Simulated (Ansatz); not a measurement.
**Na3TeF (model cell, started as antiperovskite): from the cell to its phonons**

Wanted: vibrations and spectra of Na3TeF (model cell, started as antiperovskite); the cell is already relaxed. After the zone centre comes a 4×4×4 q mesh on a 8×8×8 k mesh.

Main program and level: Ansatz 0.2.0; DFT PBEsol, scalar-relativistic, plane waves, PAW; PAW set soft_1.

The structure was built from a prototype and need not be the compound's stable phase.

### Step 1. Starting point

It takes space group Pm-3m (No. 221, cubic). The conventional cell has a = 4.667 Å, b = 4.667 Å, c = 4.667 Å, α = 90.00°, β = 90.00°, γ = 90.00°. Nearest to Te lie 12 Na at 3.30 Å. Nearest to F lie 6 Na at 2.33 Å. Nearest to Na lie 2 F at 2.33 Å and 4 Te at 3.30 Å and 8 Na at 3.30 Å. Farther neighbours and most contacts between anions are not listed.

### Step 2. Linear response at the zone centre

The cell comes from relaxations at this level that are not shown. The zone centre comes first: it holds the modes that light can see, as far as symmetry allows. The response to a homogeneous field gives the Born charges and the dielectric tensor.

The input, input.yaml:

```yaml
crystal:
  lattice:
    - [4.6665272377, 0.0, 0.0]
    - [0.0, 4.6665272377, 0.0]
    - [0.0, 0.0, 4.6665272377]
  atoms:
    - { symbol: Te, position: [0.0, 0.0, 0.0] }
    - { symbol: F, position: [0.5, 0.5, 0.5] }
    - { symbol: Na, position: [0.5, 0.5, 0.0] }
    - { symbol: Na, position: [0.5, 0.0, 0.5] }
    - { symbol: Na, position: [0.0, 0.5, 0.5] }
kpoints:
  mp_grid: { grid: [8, 8, 8] }
hamiltonian:
  xc: pbesol
  pseudopotentials: { kind: paw, azcp: { folder: soft_1 }, xc_functional: pbe }
scf:
  occupations: { method: fixed }
output:
  eigenvalues: true
phonons:
  method: dfpt
  dielectric: true
  rigid_motions: translations
```

Command:

```sh
$ ansatz run input.yaml --threads 4 --pin off --max-ram 16384MiB --backend cpu --events-out ev --progress --plain --runs-dir out
```

Numbers of over 12 decimals in the logs are rounded to 6 here.

Output:

```text
Engine: ansatz 0.2.0, aarch64-unknown-linux-gnu
Pseudopotentials: kind: paw
Pseudopotential: Te, paw, valence charge 16, recommended cutoff 420 eV (normal), soft_1/Te.paw.azcp
Pseudopotential: F, paw, valence charge 7, recommended cutoff 420 eV (normal), soft_1/F.paw.azcp
Pseudopotential: Na, paw, valence charge 9, recommended cutoff 420 eV (normal), soft_1/Na.paw.azcp
Functional definition: PBEsol
  exchange = pbesol_x
  correlation = pbesol_c
Crystal: 5 atoms, lattice volume = 101.621 Å³
Basis set: ecut = 420 eV, 1935 PW (Γ), exchange–correlation on 64×64×64 points (8 copies of the dense FFT grid, shifted against one another)
Bands: 30, of which v1, the nominal top of the filled ones, is band 25 counted from 1 (24 counted from 0)
Symmetry: 48 space group operations
k-points: 170 of 512 (irreducible under 2 space group operations, time reversal used)
Non-local potential: Te, projectors of the file, l = 0: 2, l = 1: 2, l = 2: 2, l = 3: 1
Non-local potential: F, projectors of the file, l = 0: 2, l = 1: 2, l = 2: 1
Non-local potential: Na, projectors of the file, l = 0: 3, l = 1: 2, l = 2: 1
PAW form: soft (Blöchl's): semilocal exchange-correlation on the pseudo side does not see the compensation charge
PAW frozen core: Te, regenerated for the run's functional, and the local potential with it (the file was generated under x = pbe(κ = 0.804, μ = 0.219515), c = pbe(β = 0.066725))
PAW frozen core: F, regenerated for the run's functional, and the local potential with it (the file was generated under x = pbe(κ = 0.804, μ = 0.219515), c = pbe(β = 0.066725))
PAW frozen core: Na, regenerated for the run's functional, and the local potential with it (the file was generated under x = pbe(κ = 0.804, μ = 0.219515), c = pbe(β = 0.066725))
PAW one-centre angular grid: Te, 590 points (default); XC on 64 Gauss nodes
PAW one-centre angular grid: F, 110 points (default); XC on 64 Gauss nodes
PAW one-centre angular grid: Na, 110 points (default); XC on 64 Gauss nodes
Initial density: superposition of atomic densities (chi_scale 0.1, normalization cell, long waves kept (reshape's long-wave potential 0.00 eV rms))
Initial wavefunctions: pseudopotential atomic-orbital guess
Functional: x = pbesol(κ = 0.804, μ = 0.123457), c = pbesol(β = 0.046)
SCF iter   1: F=—  HF=-12147.894779 eV  |F-HF|=—  |Δ(HF+E_count)|=         —  Δρ=2.85e-1  dr2=8.52e1  ethr=3.10e-3  ⟨swp⟩=5.0  Hψ=21054  notcnv=0  defer=425
preconditioner: auto → Resta (q_TF=auto, 2.424 Å⁻¹)  ε∞=4.7  [insulator: Δε(μ)=0.000 eV  Ē_g=7.118 eV  n_scr=26 (ndim 8)  ℏωp=13.8 eV  f_vac=0.000  ε∞_Penn≈4.7]
SCF iter   2: F=—  HF=-12139.064880 eV  |F-HF|=—  |Δ(HF+E_count)|=    8.83e0  Δρ=1.64e-1  dr2=1.41e1  ethr=3.10e-3  ⟨swp⟩=3.8  Hψ=13413  notcnv=0  defer=468
SCF iter   3: F=—  HF=-12135.302697 eV  |F-HF|=—  |Δ(HF+E_count)|=    3.76e0  Δρ=5.21e-2  dr2=1.60e0  ethr=3.10e-3  ⟨swp⟩=3.1  Hψ=11086  notcnv=0  defer=427
SCF iter   4: F=—  HF=-12135.073854 eV  |F-HF|=—  |Δ(HF+E_count)|=   2.29e-1  Δρ=1.47e-2  dr2=2.35e-1  ethr=3.10e-3  ⟨swp⟩=2.2  Hψ=8131  notcnv=0  defer=387
SCF iter   5: F=—  HF=-12135.031160 eV  |F-HF|=—  |Δ(HF+E_count)|=   4.27e-2  Δρ=4.31e-3  dr2=3.19e-2  ethr=4.70e-4  ⟨swp⟩=2.0  Hψ=7840  notcnv=0  defer=490
SCF iter   6: F=—  HF=-12135.024486 eV  |F-HF|=—  |Δ(HF+E_count)|=   6.67e-3  Δρ=2.75e-3  dr2=1.21e-2  ethr=6.38e-5  ⟨swp⟩=2.2  Hψ=6226  notcnv=0  defer=496
SCF iter   7: F=—  HF=-12135.020740 eV  |F-HF|=—  |Δ(HF+E_count)|=   3.75e-3  Δρ=1.01e-3  dr2=1.31e-3  ethr=2.43e-5  ⟨swp⟩=2.3  Hψ=6363  notcnv=0  defer=496
SCF iter   8: F=—  HF=-12135.020549 eV  |F-HF|=—  |Δ(HF+E_count)|=   1.91e-4  Δρ=6.06e-4  dr2=5.24e-4  ethr=2.62e-6  ⟨swp⟩=1.6  Hψ=6630  notcnv=0  defer=492
SCF iter   9: F=—  HF=-12135.020390 eV  |F-HF|=—  |Δ(HF+E_count)|=   1.59e-4  Δρ=1.27e-4  dr2=2.59e-5  ethr=1.05e-6  ⟨swp⟩=2.0  Hψ=6123  notcnv=0  defer=481
SCF iter  10: F=—  HF=-12135.020381 eV  |F-HF|=—  |Δ(HF+E_count)|=   8.48e-6  Δρ=3.07e-5  dr2=1.03e-6  ethr=5.18e-8  ⟨swp⟩=2.0  Hψ=6478  notcnv=0  defer=430
SCF iter  11: F=—  HF=-12135.020381 eV  |F-HF|=—  |Δ(HF+E_count)|=   2.93e-7  Δρ=3.46e-6  dr2=9.43e-9  ethr=2.07e-9  ⟨swp⟩=2.0  Hψ=7419  notcnv=0  defer=410
SCF iter  12: F=—  HF=-12135.020382 eV  |F-HF|=—  |Δ(HF+E_count)|=  7.71e-10  Δρ=9.66e-7  dr2=8.21e-10  ethr=1.89e-11  ⟨swp⟩=2.0  Hψ=8985  notcnv=0  defer=410
SCF iter  13: F=—  HF=-12135.020382 eV  |F-HF|=—  |Δ(HF+E_count)|=  3.82e-10  Δρ=4.11e-7  dr2=1.36e-10  ethr=1.00e-12  ⟨swp⟩=15.6  Hψ=37161  notcnv=0
SCF iter  14: F=-12135.020382 eV  HF=-12135.020382 eV  |F-HF|=3.64e-12  |Δ(HF+E_count)|=  2.00e-11  Δρ=1.04e-7  dr2=9.54e-12  ethr=1.00e-12  ⟨swp⟩=6.4  Hψ=22703  notcnv=0
SCF 1 converged in 14 iterations: F = -12135.020382 eV  dr2 = 9.54e-12
  greatest PAW one-centre occupation: 0.999 electrons in one spin orbital (limit 2), on the Na atom at site 4 (counted from 0), in its partial waves of l = 0
DFPT response loops at Γ: preconditioner auto → Resta (q_TF=auto, 2.424 Å⁻¹)  ε∞=5.2 (no band partly filled); β = 1.00, the filter's whole step (`scf.mixing.beta` (0.50) is not read by the response loops at its default; to damp them type it under 1.00, their step now; it binds the ground state too); Broyden in place of MSR1
── the response to a field inside a basis, on 8×8×8 k-points: an SCF that follows is theirs, and a resumed run solves both again ──
Bands: 26, of which v1, the nominal top of the filled ones, is band 25 counted from 1 (24 counted from 0)
k-points: 20 of 512
Initial density: handed on by an earlier stage of this run
Initial wavefunctions: pseudopotential atomic-orbital guess (no wavefunctions were taken with the density)
Eigensolver: Dense (20 Hₖ)
SCF iter   1: F=—  HF=-12134.994896 eV  |F-HF|=—  |Δ(HF+E_count)|=         —  Δρ=1.91e-4  dr2=1.02e-5  ethr=1.00e-1
preconditioner: auto → Resta (q_TF=auto, 2.424 Å⁻¹)  ε∞=4.3  [insulator: Δε(μ)=2.611 eV  Ē_g=7.594 eV  n_scr=26 (ndim 8)  ℏωp=13.8 eV  f_vac=0.000  ε∞_Penn≈4.3]
SCF iter   2: F=—  HF=-12134.994897 eV  |F-HF|=—  |Δ(HF+E_count)|=   2.58e-7  Δρ=6.82e-5  dr2=3.10e-6  ethr=2.05e-8
SCF iter   3: F=—  HF=-12134.994897 eV  |F-HF|=—  |Δ(HF+E_count)|=   3.97e-7  Δρ=3.82e-5  dr2=7.07e-7  ethr=6.20e-9
SCF iter   4: F=-12134.994897 eV  HF=-12134.994897 eV  |F-HF|=5.80e-9  |Δ(HF+E_count)|=   1.33e-7  Δρ=3.86e-6  dr2=1.22e-8  ethr=1.41e-9
SCF 1 converged in 4 iterations: F = -12134.994897 eV  dr2 = 1.22e-8
DFPT response loops at Γ: preconditioner auto → none (the input reference at scf.mixing.eps_inf says where Resta's filter doesn't serve); β = 0.50; Broyden in place of MSR1
SCF converged after 14 iterations
Free energy (F): -12135.020382 eV
Harris-Foulkes:  -12135.020382 eV  (|F-HF|=3.64e-12)
Internal energy: -12135.020382 eV  (E = F + TS)
E sigma→0 (E₀):  -12135.020382 eV
Fermi energy:    4.772029 eV
--- Per-component energies (eV) ---
  E_band       = -924.979341
  E_kinetic    = 712.425716
  E_local      = -6365.797171  (includes V_loc(G=0)·N_el)
  E_nonlocal   = 993.708286
  E_hartree    = 2422.421205
  E_xc         = -308.121293
  E_vxc        = -343.217185  (∫ρ·V_xc dr)
  E_paw        = -5644.918337  (= ΣΔE_a)
  E_vpaw       = -766.942311  (= ΣTr[D̂ρ^β])
  E_aug_tail   = 0.001033  (compensation charges beyond the density's cutoff)
  E_ewald      = -3945.321156
  E_core_change = 0.581335  (= ΣΔE_core)
  E_smearing   = -0.000000  (= −TS)
  E_closure    = 0.000000  (closes the sum)
  Σ components = -12135.020382   (vs F -12135.020382, Δ=0.00e0)
--- Band table (eV; the first three rows and the last of 170) ---
  k-point 0: bands = [... 21 lower, 0.3342, 4.5073, 4.5073, 4.5073, 6.9614, 8.8800, 8.8800, 13.0744, ... 1 higher]
  k-point 1: bands = [... 21 lower, 0.3375, 4.0533, 4.5164, 4.5164, 7.3208, 8.9572, 9.3252, 12.5088, ... 1 higher]
  k-point 2: bands = [... 21 lower, 0.3458, 3.2876, 4.5387, 4.5387, 7.8764, 9.1654, 10.4761, 11.7848, ... 1 higher]
  k-point 169: bands = [... 21 lower, 0.1419, 3.2648, 3.2648, 3.2648, 8.9990, 8.9990, 8.9990, 11.2075, ... 1 higher]
--- Phonons (Γ-DFPT): 4 representative perturbations + reference, on 170 of 512 k-points (Σ response iterations 13) ---
  k mesh reduced under 2 symmetry operations, with k and −k counted as one. Each operation leaves every solved perturbation unchanged. A smaller set is not considered because the run solves the response to a homogeneous field
  ASR residual: 2.070e-3 → 0.000e0 eV/Å²; symmetrization residual: 1.208e-5 eV/Å²
  ASR residual per site (eV/Å²): 2.27e-5 1.70e-3 2.07e-3 2.07e-3 2.07e-3
  Γ frequencies (cm⁻¹): 0.00 0.00 0.00 107.86 107.86 107.86 123.99 123.99 123.99 188.40 188.40 188.40 237.97 237.97 237.97
  ε∞ (high-frequency dielectric tensor):
        4.149283     0.000000     0.000000
        0.000000     4.149283     0.000000
        0.000000     0.000000     4.149283
  ε⁰ (static dielectric tensor: ions relaxed, cell fixed):
       10.549400     0.000000    -0.000000
        0.000000    10.549400     0.000000
       -0.000000     0.000000    10.549400
  ε⁰ − ε∞ (ionic part):
        6.400117     0.000000    -0.000000
        0.000000     6.400117     0.000000
       -0.000000     0.000000     6.400117
  softest optical mode at Γ: 107.86 cm⁻¹; the repairs (sum rule, projections) moved no ω² at Γ by more than (5.20 cm⁻¹)²
  Born effective charges Z* (e; rows j = field, columns β = displacement):
    site 0:
        -1.92308    0.00000   -0.00000
        -0.00000   -1.92308   -0.00000
         0.00000    0.00000   -1.92308
    site 1:
        -1.46506   -0.00000   -0.00000
         0.00000   -1.46506    0.00000
         0.00000   -0.00000   -1.46506
    site 2:
         1.30303   -0.00000    0.00000
         0.00000    1.30303   -0.00000
         0.00000    0.00000    0.78209
    site 3:
         1.30303   -0.00000   -0.00000
        -0.00000    0.78209   -0.00000
         0.00000    0.00000    1.30303
    site 4:
         0.78209    0.00000   -0.00000
         0.00000    1.30303   -0.00000
         0.00000    0.00000    1.30303
  Z* charge neutrality: 7.050e-3 e pre-enforcement
  solved inside a basis spanned on kpoints, on 8×8×8 k-points, its susceptibility summed on 12×12×12: ε∞ is read to err by 1.3e-2, Z* by 1.9e-2 e (field_mesh: kpoints solves on kpoints); Z* is corrected for what the basis lacks
  optical modes at Γ without the LO–TO term, one row a degenerate level:
      ω (cm⁻¹)  modes    IR ((D/Å)²/amu)
        107.86      3             6.3873
        123.99      3             0.0000
        188.40      3             8.7513
        237.97      3             6.7515
  optical modes at Γ + LO–TO along q̂ = [1.0000, 0.0000, 0.0000]:
      ω (cm⁻¹)  modes    IR ((D/Å)²/amu)
        107.86      2             4.2582
        123.99      3             0.0000
        129.70      1             0.4396
        188.40      2             5.8342
        211.20      1             0.7418
        237.97      2             4.5010
        281.50      1             6.1153
  optical modes at Γ + LO–TO along q̂ = [0.0000, 1.0000, 0.0000]:
      ω (cm⁻¹)  modes    IR ((D/Å)²/amu)
        107.86      2             4.2582
        123.99      3             0.0000
        129.70      1             0.4396
        188.40      2             5.8342
        211.20      1             0.7418
        237.97      2             4.5010
        281.50      1             6.1153
  optical modes at Γ + LO–TO along q̂ = [0.0000, 0.0000, 1.0000]:
      ω (cm⁻¹)  modes    IR ((D/Å)²/amu)
        107.86      2             4.2582
        123.99      3             0.0000
        129.70      1             0.4396
        188.40      2             5.8342
        211.20      1             0.7418
        237.97      2             4.5010
        281.50      1             6.1153
```

It took 93 s on 4 threads of Arm Neoverse V1, shared host; peak memory 2 GiB; 5.9 min of CPU time.

The column dr2 measures how far the density is from self-consistency, as an energy; F and HF (Harris–Foulkes) agree once it is small.

Numbers from this step:

| Property | Result |
| --- | --- |
| gap on the k-mesh | 2.189 eV |
| volume per atom | 20.32 Å³ |
| sum-rule residual before enforcement | 0.002070 eV/Å² |
| miss of the charge sum rule | 0.007050 e |
| estimated error of the dielectric tensor | 0.01325 |
| estimated error of the Born charges | 0.01907 e |
| point group | m-3m |
| highest optical mode at the zone centre (no LO-TO term) | 238.0 cm⁻¹ |
| lowest optical zone-centre mode | 107.9 cm⁻¹ |
| mean high-frequency dielectric constant | 4.149 |
| largest Born charge (third of the trace) | -1.923 e |
| mean static dielectric constant | 10.55 |
| top of the zone-centre spectrum with the field | 281.5 cm⁻¹ |

Without the LO-TO term. Patterns of degenerate modes are one choice out of their space. Modes at Γ, with each element's share of the kinetic energy:

| mode | frequency (cm⁻¹) | symmetry | Te % | F % | Na % |
| --- | --- | --- | --- | --- | --- |
| 1 | 0.0 | acoustic | 59 | 9 | 32 |
| 2 | 0.0 | acoustic | 59 | 9 | 32 |
| 3 | 0.0 | acoustic | 59 | 9 | 32 |
| 4 | 107.9 | T1u | 41 | 8 | 51 |
| 5 | 107.9 | T1u | 41 | 8 | 51 |
| 6 | 107.9 | T1u | 41 | 8 | 51 |
| 7 | 124.0 | T2u | 0 | 0 | 100 |
| 8 | 124.0 | T2u | 0 | 0 | 100 |
| 9 | 124.0 | T2u | 0 | 0 | 100 |
| 10 | 188.4 | T1u | 0 | 30 | 70 |
| 11 | 188.4 | T1u | 0 | 30 | 70 |
| 12 | 188.4 | T1u | 0 | 30 | 70 |
| 13 | 238.0 | T1u | 0 | 53 | 46 |
| 14 | 238.0 | T1u | 0 | 53 | 46 |
| 15 | 238.0 | T1u | 0 | 53 | 46 |

Displacements in mode 5 (107.9 cm⁻¹), the largest set to 1:
```
Te1 -0.26 -0.12  0.63
F2   0.30  0.14 -0.72
Na3  0.39  0.18 -1.00
Na4  0.39  0.19 -0.94
Na5  0.42  0.18 -0.94
```

Displacements in mode 12 (188.4 cm⁻¹), the largest set to 1:
```
Te1  0.00  0.01 -0.01
F2   0.00 -0.34  1.00
Na3  0.00  0.27  0.84
Na4  0.00 -0.29 -0.79
Na5  0.00  0.27 -0.79
```

Optical modes at the zone centre, without and with the macroscopic field of the longitudinal modes; each column is sorted by frequency, so a row need not hold one and the same mode. Modes with and without the field, by row:

| rank among optical modes | no field (cm⁻¹) | q along (1, 0, 0) (cm⁻¹) |
| --- | --- | --- |
| 1 | 107.9 | 107.9 |
| 2 | 107.9 | 107.9 |
| 3 | 107.9 | 124 |
| 4 | 124 | 124 |
| 5 | 124 | 124 |
| 6 | 124 | 129.7 |
| 7 | 188.4 | 188.4 |
| 8 | 188.4 | 188.4 |
| 9 | 188.4 | 211.2 |
| 10 | 238 | 238 |
| 11 | 238 | 238 |
| 12 | 238 | 281.5 |

Born charge (rows field, columns displacement) (e), principal values of the symmetric part by kind of site:

| atom | atoms with these values | low | middle | high | mean |
| --- | --- | --- | --- | --- | --- |
| Te1 | 1 | -1.92 | -1.92 | -1.92 | -1.92 |
| F2 | 1 | -1.47 | -1.47 | -1.47 | -1.47 |
| Na3 | 3 | 0.78 | 1.30 | 1.30 | 1.13 |

In full for Na3:

```
1.30 0.00 0.00
0.00 1.30 0.00
0.00 0.00 0.78
```

High-frequency dielectric tensor:

```
4.15 0.00 0.00
0.00 4.15 0.00
0.00 0.00 4.15
```

Static dielectric tensor (ions relaxed, fixed cell):

```
10.55  0.00  0.00
 0.00 10.55  0.00
 0.00  0.00 10.55
```

Transverse modes. Lines of the infrared spectrum (strongest = 100):

| position (cm⁻¹) | label | relative intensity |
| --- | --- | --- |
| 108 | T1u | 73 |
| 124 | T2u | 0.0 |
| 188 | T1u | 100 |
| 238 | T1u | 77 |

Before it was imposed, the acoustic sum rule was missed by 0.0021 eV/Å² and the charge sum rule by 0.0071 e. Small misses are needed for a sound result but don't prove that mesh and cutoff are converged. The lowest optical mode is real, 108 cm⁻¹.

(Part 1 of 2 ends here.)

[Logs are printed without paths, hosts, clocks, repeated set-up lines and the standing remarks that a program may print on its own settings, such as how far it seeks lower states.]

[Hosts, paths, dates, database ids (printed as entryN), source tags and the programs' standing remarks are cut or masked in the printed files.]
